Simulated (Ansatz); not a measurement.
# Sc on V(110): change of the work function, part 5 of 5

Wanted: Δφ(θ) for Sc/V(110), starting from the hollow site.

Ansatz 0.2.0; plane-wave DFT, PBEsol, Ansatz PAW (the session's first sound run).

So far, work function, upper face (eV): step 2 (the clean slab, PBEsol) 4.75; step 6 (the 0.25 ML cell at another level of theory, cutoff 420 eV, functional LDA) 2.74; step 7 (the 0.25 ML cell at another level of theory, cutoff 1410 eV, functional PBE, PBE JTH) 2.52; step 8 (the 0.25 ML cell at another level of theory, cutoff 420 eV, functional PBE) 2.52; step 9 (the 0.25 ML cell at another level of theory, cutoff 420 eV, functional revpbe) 2.40.

## Step 12: The same run with other settings: efield.ramp_width = 0.04

System of this step: V(110). The cell holds 4 atoms: 4 V. Its edges and angles: a = 2.615 Å, b = 2.615 Å, c = 24.406 Å, α = 90.0°, β = 90.0°, γ = 70.5°. Vacuum lies along c.

Another changed input: it repeats the earlier run at 0 ML with efield.ramp_width from 0.06 to 0.04.

The input, input.yaml:

```yaml
crystal:
  lattice:
    - [2.1354624792, -1.51, 0.0]
    - [2.1354624792, 1.51, 0.0]
    - [0.0, 0.0, 24.4063874376]
  atoms:
    - { symbol: V, position: [0.0, 0.0, 0.368755926] }
    - { symbol: V, position: [0.5, 0.5, 0.4562519753] }
    - { symbol: V, position: [0.0, 0.0, 0.5437480247] }
    - { symbol: V, position: [0.5, 0.5, 0.631244074] }
kpoints:
  mp_grid: { grid: [12, 12, 1] }
hamiltonian:
  xc: pbesol
scf:
  occupations: { method: fermi_dirac, width: 0.1 }
  convergence: { dr2_threshold: 1.0e-08 }
efield:
  axis: 3
  dipole_correction: true
  ramp_position: 0.97
  ramp_width: 0.04
relax:
  f_tol: 0.02
  max_steps: 60
  constraints: [{ sites: [0, 1] }]
output:
  write_potential: true
  write_density: true
  volumetric_format: npy
```

The run is started by

```console
> ansatz run input.yaml --threads 4 --pin off --max-ram 6144MiB --backend cpu --events-out ev --progress --plain --runs-dir out
```

Numbers of over 12 decimals in the logs are rounded to 6 here.

The program printed:

```text
[...]
Crystal: 4 atoms, lattice volume = 157.399 Å³
Basis set: ecut = 420 eV, 3051 PW (Γ), exchange–correlation on 36×36×360 points (8 copies of the dense FFT grid, shifted against one another)
Bands: 32, of which v1, the nominal top of the filled ones, is band 26 counted from 1 (25 counted from 0)
Symmetry: 4 space group operations
k-points: 43 of 144
[...]
SCF iter   1: F=—  HF=-11538.895972 eV  |F-HF|=—  |Δ(HF+E_count)|=         —  Δρ=7.31e-3  dr2=3.40e-1  ethr=1.77e-3  p=-0.000 e·Å  D=-1.68e-4 V/Å  ΔV_dip=0.00 eV  dr2_dipole=5.16e-5  V_vac-E_F(+/−)=4.87/4.86 eV  ⟨swp⟩=7.6  Hψ=6310  notcnv=0
[...]
SCF iter  10: F=-11538.875068 eV  HF=-11538.875068 eV  |F-HF|=2.74e-9  |Δ(HF+E_count)|=   9.47e-9  Δρ=1.38e-6  dr2=3.41e-9  ethr=1.92e-11  p=0.000 e·Å  D=1.39e-6 V/Å  ΔV_dip=-0.00 eV  dr2_dipole=2.54e-11  V_vac-E_F(+/−)=4.87/4.88 eV  ⟨swp⟩=9.7  Hψ=8853  notcnv=0
SCF 1 converged in 10 iterations: F = -11538.875068 eV  dr2 = 3.41e-9
[...]
relax step   1: F+E_penalty+E_count = -11538.87506832 eV  Δ(F+E_penalty+E_count) = +0.000e0 eV  max|allowed force component| = 8.282e-1 eV/Å  Δτ_max = 0.0000 Å  (10 SCF iters, accepted)
[...]
SCF iter   1: F=—  HF=-11539.170615 eV  |F-HF|=—  |Δ(HF+E_count)|=         —  Δρ=2.54e-2  dr2=6.77e0  ethr=3.10e-3  p=0.000 e·Å  D=6.56e-7 V/Å  ΔV_dip=-0.00 eV  dr2_dipole=7.67e-1  V_vac-E_F(+/−)=4.91/4.91 eV  ⟨swp⟩=4.5  Hψ=3986  notcnv=0
[...]
SCF iter  11: F=-11538.983453 eV  HF=-11538.983453 eV  |F-HF|=9.22e-10  |Δ(HF+E_count)|=   1.42e-8  Δρ=6.58e-7  dr2=1.44e-9  ethr=1.92e-11  p=0.002 e·Å  D=2.87e-3 V/Å  ΔV_dip=-0.07 eV  dr2_dipole=4.31e-10  V_vac-E_F(+/−)=4.82/4.89 eV  ⟨swp⟩=9.2  Hψ=8714  notcnv=0
SCF 2 converged in 11 iterations: F = -11538.983453 eV  dr2 = 1.44e-9
relax step   2: F+E_penalty+E_count = -11538.98345296 eV  Δ(F+E_penalty+E_count) = -1.084e-1 eV  max|allowed force component| = 4.321e-1 eV/Å  Δτ_max = 0.1923 Å  (11 SCF iters, accepted)
SCF iter   1: F=—  HF=-11539.144593 eV  |F-HF|=—  |Δ(HF+E_count)|=         —  Δρ=2.16e-2  dr2=4.00e0  ethr=3.10e-3  p=0.002 e·Å  D=2.87e-3 V/Å  ΔV_dip=-0.07 eV  dr2_dipole=2.93e-1  V_vac-E_F(+/−)=4.85/4.92 eV  ⟨swp⟩=4.0  Hψ=3666  notcnv=0
[...]
SCF iter  10: F=-11539.007626 eV  HF=-11539.007626 eV  |F-HF|=4.19e-9  |Δ(HF+E_count)|=   7.26e-8  Δρ=1.44e-6  dr2=6.76e-9  ethr=1.92e-11  p=0.005 e·Å  D=6.29e-3 V/Å  ΔV_dip=-0.15 eV  dr2_dipole=5.61e-10  V_vac-E_F(+/−)=4.74/4.89 eV  ⟨swp⟩=9.8  Hψ=9111  notcnv=0
SCF 3 converged in 10 iterations: F = -11539.007626 eV  dr2 = 6.76e-9
relax step   3: F+E_penalty+E_count = -11539.00762592 eV  Δ(F+E_penalty+E_count) = -2.417e-2 eV  max|allowed force component| = 1.078e-1 eV/Å  Δτ_max = 0.1529 Å  (10 SCF iters, accepted)
SCF iter   1: F=—  HF=-11539.011690 eV  |F-HF|=—  |Δ(HF+E_count)|=         —  Δρ=3.10e-3  dr2=6.77e-2  ethr=1.45e-3  p=0.005 e·Å  D=6.29e-3 V/Å  ΔV_dip=-0.15 eV  dr2_dipole=2.18e-4  V_vac-E_F(+/−)=4.73/4.88 eV  ⟨swp⟩=2.0  Hψ=2261  notcnv=0
[...]
SCF iter   8: F=-11539.008759 eV  HF=-11539.008759 eV  |F-HF|=2.27e-9  |Δ(HF+E_count)|=   3.26e-8  Δρ=1.36e-6  dr2=9.57e-9  ethr=1.92e-11  p=0.005 e·Å  D=5.60e-3 V/Å  ΔV_dip=-0.14 eV  dr2_dipole=6.19e-10  V_vac-E_F(+/−)=4.75/4.89 eV  ⟨swp⟩=8.1  Hψ=9541  notcnv=0
SCF 4 converged in 8 iterations: F = -11539.008759 eV  dr2 = 9.57e-9
relax step   4: F+E_penalty+E_count = -11539.00875930 eV  Δ(F+E_penalty+E_count) = -1.133e-3 eV  max|allowed force component| = 6.217e-3 eV/Å  Δτ_max = 0.0216 Å  (8 SCF iters, accepted)
[...]
SCF converged after 8 iterations
Free energy (F): -11539.008759 eV
[...]
Internal energy: -11538.790402 eV  (E = F + TS)
E sigma→0 (E₀):  -11538.899581 eV
Entropy (-TS):   -0.218357 eV (-54.589 meV/atom)
Fermi energy:    2.623423 eV
Dipole field:    D = 0.005565 V/Å  (p = 0.004841 e·Å, saw-weighted, corrected)
Work function:   Φ+ = 4.7548 eV   Φ− = 4.8906 eV
[...]
--- Forces (eV/Å), atoms counted from 1 ---
  atom   1  V      0.00000000     0.00000000     0.82156522
  atom   2  V     -0.00000000     0.00000000    -0.82827344
  atom   3  V      0.00000000     0.00000000     0.00621714
  atom   4  V      0.00000000     0.00000000     0.00052398
  max |Σ_I F_I| component: 3.29e-5 eV/Å
--- Band table (eV; the first three rows and the last of 43) ---
  k-point 0: bands = [... 22 lower, 2.2076, 2.3757, 2.4179, 2.8874, 2.9199, 2.9857, 3.1909, 3.9003, ... 2 higher]
  k-point 1: bands = [... 22 lower, 2.1528, 2.3472, 2.4016, 2.7575, 2.9490, 3.0516, 3.1039, 3.8136, ... 2 higher]
  k-point 2: bands = [... 22 lower, 2.0314, 2.2191, 2.3430, 2.4422, 2.6587, 3.0880, 3.3914, 3.4288, ... 2 higher]
  k-point 42: bands = [... 22 lower, 1.4442, 1.8884, 2.6025, 3.8678, 4.1481, 4.2048, 4.5604, 5.0161, ... 2 higher]
--- Relaxed structure (4 steps of the walk, 4 accepted, 0 SCFs on fresh bases) ---
  F+E_penalty+E_count = -11539.00875930 eV   max|allowed force component| = 6.217e-3 eV/Å
  atoms:
    - { symbol: V, position: [0.0, 0.0, 0.368756] }
    - { symbol: V, position: [0.500000, 0.500000, 0.4562519753] }
    - { symbol: V, position: [-3.927199712166851e-18, -3.927199712166851e-18, 0.539621] }
    - { symbol: V, position: [0.500000, 0.500000, 0.617986] }
```

It took 30 s on 4 threads of Intel Xeon Platinum 8259CL at 2.50GHz (Skylake/Cascade Lake), shared host; peak memory 0.77 GiB.

Relaxation path:

```csv
step,energy less that of the first step (eV),largest force component (eV/Å)
1,0.0000,0.8282
2,-0.1084,0.4321
3,-0.1326,0.1078
4,-0.1337,0.0062
```

Forces are held to the 4 operations that the run works with; a distortion that breaks them can't arise in this run.

The atoms that moved most (Å):

```csv
atom,dx,dy,dz,length
V4,0.000,0.000,-0.324,0.324
V3,0.000,0.000,-0.101,0.101
```

Final coordinates:

```
V
1.0
     2.13546   -1.51000    0.00000
     2.13546    1.51000    0.00000
     0.00000    0.00000   24.40639
V
4
Cartesian
  0.0000 0.0000 9.0000
  2.1355 0.0000 11.1355
  0.0000 0.0000 13.1702
  2.1355 0.0000 15.0828
```

Numbers from this step:

```yaml
energy_at_zero_smearing: -11538.8996 eV
work_function_upper_face: 4.755 eV
work_function_lower_face: 4.891 eV
dipole_along_the_normal: 0.004841 e·Å
step_between_the_vacuum_levels: -0.1358 eV
```

```csv
quantity,this run,earlier run,difference
"work function, upper face (eV)",4.755,4.755,1.5e-5
"work function, lower face (eV)",4.891,4.891,9.1e-6
dipole along the normal (e·Å),0.004841,0.004841,1.1e-8
```

Nothing in the table moves by 0.01 in its unit (for the dipole 0.5 % and 5e-5 e·Å).

## Step 13: Outcome

| Property | Result |
| --- | --- |
| work function of the clean face | 4.75 eV |
| work function at 0.25 ML | 2.56 eV |
| work function at 0.5 ML | 3.07 eV |
| dipole per adsorbate at 0.25 ML, positive end outwards | 1.50 D |

What this shows: Sc lowers the work function of V(110) at the lowest coverage, by 2.20 eV: the adsorbate layer has its positive end outwards. The slab has 4 layers, at the tabulated experimental lattice constant, one starting site was run, and quantum-size effects of a slab this thin can reach one or two tenths of an eV. The main runs have no spin polarisation; a magnetic state could lie lower and would change these results.

[Logs are printed without paths, hosts, clocks, repeated set-up lines and the standing remarks that a program may print on its own settings, such as how far it seeks lower states.]

[Hosts, paths, dates, database ids (printed as entryN), source tags and the programs' standing remarks are cut or masked in the printed files.]

[Maps of the electrostatic potential energy from Ansatz leave out the sawtooth potential of an applied field or a dipole correction, so their vacuum need not be flat; planar profiles and work functions include it.]
